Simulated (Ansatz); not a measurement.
Two G0W0 runs on SnSe2/SnSe2 (1T bilayer).

The cell holds 6 atoms: 2 Sn and 4 Se. Cell: a = 3.831 Å, b = 3.831 Å, c = 42.000 Å, α = 90.0°, β = 90.0°, γ = 120.0°. Regions: layer 1 (SnSe2), 3 atoms (1 Sn and 2 Se); layer 2 (SnSe2), 3 atoms (1 Sn and 2 Se). Vacuum lies along c.

```xyz
6
Lattice="3.8312 0.0000 0.0000 -1.9156 3.3179 0.0000 0.0000 0.0000 42.0000" Properties=species:S:1:pos:R:3
Sn    0.0000    0.0000   17.8897
Se    0.0000    2.2119   19.4840
Se    1.9156    1.1060   16.2942
Sn    0.0000    2.2119   24.1103
Se    1.9156    1.1060   25.7058
Se    0.0000    0.0000   22.5160
```

The structure was relaxed with PBE-D3(BJ). The runs that relaxed it are not among those shown.

The first (Ansatz 0.2.0; start PBE, 6×6×1 mesh, 787 empty bands, screening to 75 eV, PAW set soft_1 files; 4 threads of AMD EPYC 9R14 (Zen 4), shared host) gave, on its mesh: starting gap 0.49 eV, G0W0 gap 1.20 eV, mean of 1 + 4πα/V (set by the cell height) 3.26, 11 min.

Question: The second changes empty bands from 787 to 318 and screening cutoff (eV) from 75.0 to 41. What does it give?

It gave: starting gap 0.48 eV, G0W0 gap 1.16 eV, mean of 1 + 4πα/V (set by the cell height) 3.31, 95 s. The G0W0 gap moves by −0.04 eV, +0.00 eV from the start and −0.04 eV from the correction. Σc changes by +0.30 eV at the valence top and +0.26 eV at the conduction bottom, and Σx − Vxc between them by +0.00 eV.

Limits: not at the basis limit; coarse mesh for a sheet; no spin-orbit coupling.

[Paths, hosts, dates, memory and timing lines, banners, echoed tables and standing remarks are left out of the program output.]

[Logs are printed without paths, hosts, clocks, repeated set-up lines and the standing remarks that a program may print on its own settings, such as how far it seeks lower states.]

[Runs of the session that timed out or met a known fault of the program may be left out.]

[Cells called generated may have been cut or substituted from an entry of the Crystallography Open Database or the Materials Project.]

[Hosts, paths, dates, database ids (printed as entryN), source tags and the programs' standing remarks are cut or masked in the printed files.]
